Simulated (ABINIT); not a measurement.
**Quasiparticle gap of CsMgF3 (Pm-3m) in ABINIT**

Aim: the G0W0 gap of CsMgF3 (Pm-3m) on LDA, step by step.

Method: LDA and many-body steps on it, plane waves, in ABINIT 10.8.3.

Report form: the programs' logs are mostly left out.

### 1. The structure

It takes space group Pm-3m (No. 221, cubic). Conventional cell: a = 4.252 Å, b = 4.252 Å, c = 4.252 Å, α = 90.00°, β = 90.00°, γ = 90.00°. Nearest to Cs lie 12 F at 3.01 Å. Nearest to Mg lie 6 F at 2.13 Å. F has 2 Mg at 2.13 Å and 4 Cs at 3.01 Å nearest. Farther neighbours and most contacts between anions are not listed.

Coordinates:

```cif
data_structure
_symmetry_space_group_name_H-M 'P 1'
_symmetry_Int_Tables_number 1
_cell_length_a 4.2523
_cell_length_b 4.2523
_cell_length_c 4.2523
_cell_angle_alpha 90.000
_cell_angle_beta 90.000
_cell_angle_gamma 90.000
_cell_volume 76.89
loop_
_atom_site_label
_atom_site_type_symbol
_atom_site_fract_x
_atom_site_fract_y
_atom_site_fract_z
_atom_site_occupancy
Cs1 Cs 0.00000 0.00000 0.00000 1
Mg2 Mg 0.50000 0.50000 0.50000 1
F3 F 0.00000 0.50000 0.50000 1
F4 F 0.50000 0.00000 0.50000 1
F5 F 0.50000 0.50000 0.00000 1
```

The cell and positions are those that the Materials Project relaxed with its own functionals (PBE, PBE+U or r2SCAN), kept fixed. Spin-orbit coupling is left out unless a step names it.

### 2. Ground state

This step: ABINIT 10.8.3; DFT, LDA, plane waves, norm-conserving pseudopotentials.

The ground-state density comes first.

File run.abi:

```
acell 3*1.0 Angstrom
rprim 
  4.252307000000 0.000000000000 0.000000000000
  0.000000000000 4.252307000000 0.000000000000
  0.000000000000 0.000000000000 4.252307000000
ntypat 3
znucl 55 12 9
natom 5
typat 1 2 3 3 3
xred 
  0.000000000000 0.000000000000 0.000000000000
  0.500000000000 0.500000000000 0.500000000000
  0.000000000000 0.500000000000 0.500000000000
  0.500000000000 0.000000000000 0.500000000000
  0.500000000000 0.500000000000 0.000000000000
pp_dirpath "pseudos"
pseudos "Cs.upf, Mg.upf, F.upf"
ecut 38
ngkpt 6 6 6
nshiftk 1
shiftk 0 0 0
kptopt 1
chksymbreak 0
nband 26
occopt 1
tolvrs 1e-10
nstep 60
prtwf 0
optforces 0
optstress 0
indata_prefix "in"
outdata_prefix "out"
tmpdata_prefix "tmp"
```

Started as:

```
$ OMP_NUM_THREADS=1 mpirun -n 4 abinit run.abi > log
```

Elapsed: 53 s, on 4 MPI ranks of Arm Neoverse N1, shared host; peak memory 0.38 GiB.

Numbers from this step:

| Item | Value |
| --- | --- |
| total energy | -4266.4683 eV |
| gap | 6.388 eV |
| k of the valence top | 0, 0, 0 |
| k of the conduction bottom | 0, 0, 0 |
| least direct gap | 6.388 eV |

The gap is direct, at Γ.

### 3. Bands along the symmetry lines

The cheap functional maps the bands first; the places of the edges decide which points the dearer methods must see.

File run.abi:

```
acell 3*1.0 Angstrom
rprim 
  4.252307000000 0.000000000000 0.000000000000
  0.000000000000 4.252307000000 0.000000000000
  0.000000000000 0.000000000000 4.252307000000
ntypat 3
znucl 55 12 9
natom 5
typat 1 2 3 3 3
xred 
  0.000000000000 0.000000000000 0.000000000000
  0.500000000000 0.500000000000 0.500000000000
  0.000000000000 0.500000000000 0.500000000000
  0.500000000000 0.000000000000 0.500000000000
  0.500000000000 0.500000000000 0.000000000000
pp_dirpath "pseudos"
pseudos "Cs.upf, Mg.upf, F.upf"
ecut 38
iscf -2
irdden 1
kptopt 0
nkpt 50
kpt 
  0.00000000 0.00000000 0.00000000
  0.00000000 0.06250000 0.00000000
  0.00000000 0.12500000 0.00000000
  0.00000000 0.18750000 0.00000000
  0.00000000 0.25000000 0.00000000
  0.00000000 0.31250000 0.00000000
  0.00000000 0.37500000 0.00000000
  0.00000000 0.43750000 0.00000000
  0.00000000 0.50000000 0.00000000
  0.06250000 0.50000000 0.00000000
  0.12500000 0.50000000 0.00000000
  0.18750000 0.50000000 0.00000000
  0.25000000 0.50000000 0.00000000
  0.31250000 0.50000000 0.00000000
  0.37500000 0.50000000 0.00000000
  0.43750000 0.50000000 0.00000000
  0.50000000 0.50000000 0.00000000
  0.43750000 0.43750000 0.00000000
  0.37500000 0.37500000 0.00000000
  0.31250000 0.31250000 0.00000000
  0.25000000 0.25000000 0.00000000
  0.18750000 0.18750000 0.00000000
  0.12500000 0.12500000 0.00000000
  0.06250000 0.06250000 0.00000000
  0.00000000 0.00000000 0.00000000
  0.06250000 0.06250000 0.06250000
  0.12500000 0.12500000 0.12500000
  0.18750000 0.18750000 0.18750000
  0.25000000 0.25000000 0.25000000
  0.31250000 0.31250000 0.31250000
  0.37500000 0.37500000 0.37500000
  0.43750000 0.43750000 0.43750000
  0.50000000 0.50000000 0.50000000
  0.43750000 0.50000000 0.43750000
  0.37500000 0.50000000 0.37500000
  0.31250000 0.50000000 0.31250000
  0.25000000 0.50000000 0.25000000
  0.18750000 0.50000000 0.18750000
  0.12500000 0.50000000 0.12500000
  0.06250000 0.50000000 0.06250000
  0.00000000 0.50000000 0.00000000
  0.50000000 0.50000000 0.50000000
  0.50000000 0.50000000 0.43750000
  0.50000000 0.50000000 0.37500000
  0.50000000 0.50000000 0.31250000
  0.50000000 0.50000000 0.25000000
  0.50000000 0.50000000 0.18750000
  0.50000000 0.50000000 0.12500000
  0.50000000 0.50000000 0.06250000
  0.50000000 0.50000000 0.00000000
istwfk *1
nband 27
nbdbuf 2
tolwfr 1e-08
nstep 40
prtwf 0
prtvol 0
indata_prefix "in"
outdata_prefix "out"
tmpdata_prefix "tmp"
```

It took 75 s on 4 MPI ranks; peak memory 0.4 GiB.

Numbers from this step:

* gap: 6.388 eV
* k of the valence top: 0, 0, 0
* k of the conduction bottom: 0, 0, 0
* least direct gap: 6.388 eV

The gap is 6.388 eV, as in the run before at this level.

The electronic bands at the labelled points (eV, zero at the top of the highest filled band):

```tsv
point	band 17	band 18	band 19	band 20	band 21	band 22	band 23	band 24
Γ	-0.70	0.00	0.00	0.00	6.39	8.46	8.46	11.28
halfway	-0.75	-0.59	-0.17	-0.17	7.38	8.97	9.40	11.42
X	-0.66	-0.66	-0.42	-0.42	9.10	9.24	9.56	11.54
halfway	-0.72	-0.58	-0.44	-0.21	9.09	9.83	10.61	11.43
M	-1.05	-0.21	-0.18	-0.18	8.87	10.46	11.75	11.75
halfway	-0.80	-0.57	-0.39	-0.04	8.11	9.46	10.23	11.22
Γ	-0.70	0.00	0.00	0.00	6.39	8.46	8.46	11.28
halfway	-0.77	-0.46	-0.14	-0.14	8.52	10.11	10.11	11.14
R	-0.20	-0.16	-0.16	-0.16	8.69	8.69	8.69	11.84
halfway	-0.50	-0.46	-0.33	-0.30	9.09	9.96	9.98	11.03
X	-0.66	-0.66	-0.42	-0.42	9.10	9.24	9.56	11.54
jump to R	-0.20	-0.16	-0.16	-0.16	8.69	8.69	8.69	11.84
halfway	-0.60	-0.20	-0.18	-0.18	8.79	9.63	9.63	11.55
M	-1.05	-0.21	-0.18	-0.18	8.87	10.46	11.75	11.75
```

### 4. Empty states on the mesh, 2×2×2 mesh, 76 bands

The sums over transitions need many empty states on a uniform mesh; this step solves for them.

File run.abi:

```
acell 3*1.0 Angstrom
rprim 
  4.252307000000 0.000000000000 0.000000000000
  0.000000000000 4.252307000000 0.000000000000
  0.000000000000 0.000000000000 4.252307000000
ntypat 3
znucl 55 12 9
natom 5
typat 1 2 3 3 3
xred 
  0.000000000000 0.000000000000 0.000000000000
  0.500000000000 0.500000000000 0.500000000000
  0.000000000000 0.500000000000 0.500000000000
  0.500000000000 0.000000000000 0.500000000000
  0.500000000000 0.500000000000 0.000000000000
pp_dirpath "pseudos"
pseudos "Cs.upf, Mg.upf, F.upf"
ecut 38
ngkpt 2 2 2
nshiftk 1
shiftk 0 0 0
kptopt 1
chksymbreak 0
iscf -2
irdden 1
istwfk *1
nband 76
nbdbuf 6
tolwfr 1e-09
nstep 60
prtvol 0
indata_prefix "in"
outdata_prefix "out"
tmpdata_prefix "tmp"
```

Elapsed: 24 s, on 4 MPI ranks; peak memory 0.32 GiB.

This step gave:

| Property | Result |
| --- | --- |
| gap | 6.388 eV |
| k of the valence top | 0, 0, 0 |
| k of the conduction bottom | 0, 0, 0 |
| least direct gap | 6.388 eV |
| k points computed | 4 |
| lowest point of the top converged band, above the valence top | 38.54 eV |

On this mesh the gap is 6.388 eV.

### 5. Screening, 2×2×2 mesh, 70 bands, screening to 106.1 eV

The RPA dielectric matrix is built and inverted for each q.

This step: RPA screening on LDA, plane waves, norm-conserving pseudopotentials.

Changes to run.abi since step 4:

```diff
@@ -23,10 +23,11 @@
 chksymbreak 0
-iscf -2
-irdden 1
 istwfk *1
-nband 76
-nbdbuf 6
-tolwfr 1e-09
-nstep 60
-prtvol 0
+occopt 1
+irdwfk 1
+optdriver 3
+nband 70
+ecuteps 3.9
+inclvkb 2
+awtr 1
+symchi 1
 indata_prefix "in"
```

The job ended after 16 s (4 MPI ranks; peak memory 0.74 GiB).

This step gave:

```yaml
eps_infinity_with_local_fields_on_this_mesh_along_the_program_s_q_direction: 2.470
the_same_without_local_fields: 2.718
plasma_frequency: 26.78 eV
plane_waves_in_the_screening_matrix: 179
```

Local fields lower ε∞ by 9 %. On a Γ-centred mesh this coarse the value itself is usually too large, while a short band sum pulls it down.

### 6. Self-energy, 2×2×2 mesh, 70 bands, screening to 106.1 eV

The self-energy is evaluated for the states that the input lists, and the levels follow from it, in one-shot runs by the linearised quasiparticle equation.

This step: G0W0 on LDA, plane waves, norm-conserving pseudopotentials.

Changes to run.abi since step 5:

```diff
@@ -26,8 +26,15 @@
 irdwfk 1
-optdriver 3
+optdriver 4
 nband 70
+gwcalctyp 0
+ecutsigx 38
+symsigma 1
+nkptgw 1
+kptgw 
+  0.0000000000 0.0000000000 0.0000000000
+bdgw 
+  18 23
 ecuteps 3.9
-inclvkb 2
-awtr 1
-symchi 1
+irdscr 1
+ppmodel 1
 indata_prefix "in"
```

Run time: 6.8 s. Hardware: 4 MPI ranks; peak memory 0.68 GiB.

This step gave:

```
G0W0 gap on the points computed              : 10.21 eV
starting gap on the mesh                     : 6.388 eV
k of the valence top                         : 0, 0, 0
k of the conduction bottom                   : 0, 0, 0
Z at the valence top                         : 0.811
Z at the conduction bottom                   : 0.88
least direct G0W0 gap on the computed points : 10.21 eV
```

The gap on the mesh goes from 6.39 eV to 10.21 eV, a correction of +3.82 eV.

Limits: finite bands, cutoff and mesh; no spin-orbit coupling; coarse k mesh. v1 is the top filled band, c1 the lowest empty one. Levels before and after the correction, in eV, zero at the valence-band top of each column:

```tsv
	conduction bottom	valence top
Kohn-Sham	6.39	0.00
G0W0	10.21	0.00
```

```tsv
	level	energy (eV)
Kohn-Sham	Γ v3-v1	0.000
Kohn-Sham	Γ c1	6.388
Kohn-Sham	Γ c2-c3	8.462
G0W0	Γ v3-v1	0.000
G0W0	Γ c1	10.206
G0W0	Γ c2-c3	12.006
```

### 7. Where the time went

Times are wall times on 4 MPI ranks of Arm Neoverse N1, shared host, good to a factor of about two.

```tsv
step	time	share	memory (GiB)
ground state	53 s	30 %	0.38
bands along the symmetry lines	75 s	43 %	0.4
empty states on the mesh	24 s	14 %	0.32
screening	16 s	9 %	0.74
self-energy	6.8 s	4 %	0.68
```

### 8. What came out

| Item | Value |
| --- | --- |
| LDA gap | 6.39 eV, direct |
| G0W0 gap on the mesh | 10.21 eV |
| GW settings | 2×2×2 mesh, 70 bands, screening to 106.1 eV, Godby-Needs plasmon pole |
| known limits | not at the basis limit; no spin-orbit coupling; coarse k mesh |

In words: G0W0 moves the gap on the mesh from 6.39 eV to 10.21 eV (+3.82 eV), with Z of 0.81 and 0.88 at the edges. Local fields lower the RPA ε∞ on this mesh from 2.72 to 2.47; a Γ-centred mesh this coarse tends to raise both, most where the direct gap is narrow, while a short band sum lowers them. Only 1 of the mesh's irreducible points was corrected, so a valley elsewhere could overtake. Bands and cutoff are finite, so the gap is not at the basis limit. The miss can reach some tenths of an eV and take either sign; the mesh is an error of its own. In the G0W0 run levels were corrected at 1 k point alone, so a gap called «on the mesh» is the least over those, and an edge elsewhere would be missed. The 2×2×2 mesh is coarse for this cell, which bears on the long-range parts of exchange and screening. This is the ideal cubic cell; many perovskites, halides above all, are cubic only on average, and local tilts or off-centring can widen the gap. The many-body steps are scalar-relativistic: spin-orbit coupling is not in them.

[Paths, hosts, dates, memory and timing lines, banners, echoed tables and standing remarks are left out of the program output.]

[Logs are printed without paths, hosts, clocks, repeated set-up lines and the standing remarks that a program may print on its own settings, such as how far it seeks lower states.]

[Runs of the session that timed out or met a known fault of the program may be left out.]

[Hosts, paths, dates, database ids (printed as entryN), source tags and the programs' standing remarks are cut or masked in the printed files.]

[G0W0 gaps are taken among the corrected bands and points alone; a level outside them can change the order at an edge.]

[Where Ansatz stands beside ABINIT at settings called matched, ABINIT's density can come from a denser mesh and the files from another edition; pairs whose starting gaps differed by over 0.03 eV were left out, so agreement reads better than it is.]
